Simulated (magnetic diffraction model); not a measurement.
## Ce2BiSb2Pd9: the ordered moment from one line

Space group Cmcm (no. 63), a = 14.0010 Å, b = 8.0650 Å, c = 9.1670 Å.

| site | atom | x | y | z |
| --- | --- | --- | --- | --- |
| 4a | Bi | 0 | 0 | 0 |
| 8g | Ce | 0.6555 | 0.3295 | 3/4 |
| 8e | Sb | 0.8220 | 1/2 | 0 |
| 8g | Pd | 0.9002 | 0.4544 | 3/4 |
| 4c | Pd | 0 | 0.8514 | 1/4 |
| 8f | Pd | 0 | 0.3296 | 0.4699 |
| 16h | Pd | 0.6687 | 0.3310 | 0.0907 |

This is a made-up structure (elements placed in a structure type, unrelaxed), so the numbers test the method and describe no known phase.

Only Ce is taken to order (form factors of Ce3+); orders and moment sizes are assumed, and not adapted to the symmetry. Radiation: neutrons of λ = 2.567 Å, 5° to 60°; isotropic B of 0.1 Å² (Bi), 0.14 Å² (Ce), 0.1 Å² (Sb) and 0.13 Å² (Pd). Simulated constant-wavelength pattern: nuclear and magnetic terms add, the magnetic one as |2.695 fm × Σ f S⊥ exp(2πi Q·r) exp(−B s²)|², summed over all Q at one angle with the factor 1/(sin²θ cos θ). For collinear order S is the moment m, which repeats by lattice and centring translations R with the sign exp(−2πi k·R). Free-ion form factors, Sears's scattering lengths of 1992, no absorption; a label names one of the reflections at its angle. The strongest nuclear line in the range is 100, and lines under 0.2 are left out.

In a first state the assumed order is k = (0 0 3/2), collinear moments along [010], 1.5 μB on Ce; signs + at (0.6555, 0.3295, 3/4), + at (0.8445, 0.1705, 1/4), + at (0.6555, 0.6705, 1/4), + at (0.8445, 0.8295, 3/4), with this pattern:

| 2θ (°) | index | nuclear | magnetic |
| --- | --- | --- | --- |
| 8.03 | (0 0 1/2) | 0.0 | 119.7 |
| 21.13 | (2 0 0) | 27.5 | 0.0 |
| 21.17 | (1 1 0) | 0.3 | 0.0 |
| 22.64 | (2 0 1/2) | 0.0 | 4.2 |
| 22.67 | (1 1 1/2) | 0.0 | 6.4 |
| 24.25 | (0 0 3/2) | 0.0 | 12.9 |
| 26.70 | (1 1 1) | 53.3 | 0.0 |
| 32.38 | (2 0 3/2) | 0.0 | 2.0 |
| 32.40 | (1 1 3/2) | 0.0 | 6.0 |
| 32.52 | (0 0 2) | 41.2 | 0.0 |
| 37.05 | (3 1 0) | 8.3 | 0.0 |
| 37.12 | (0 2 0) | 2.8 | 0.0 |
| 37.98 | (3 1 1/2) | 0.0 | 15.0 |
| 38.04 | (0 2 1/2) | 0.0 | 0.5 |
| 39.11 | (2 0 2) | 0.8 | 0.0 |
| 39.13 | (1 1 2) | 9.9 | 0.0 |
(The table stops after 16 lines; 26 more lie at higher angle.)

**Question.** Nearer the ordering temperature the line at 8.03° has total intensity 85.8 on the same scale, and all moments have shrunk alike. How large is the Ce moment?

The nuclear part, 0.0, stays, so the magnetic part is 85.8 against 119.7. It goes as m², so m = 1.5 × √(85.8/119.7) = 1.27 μB; the value used was 1.27 μB.
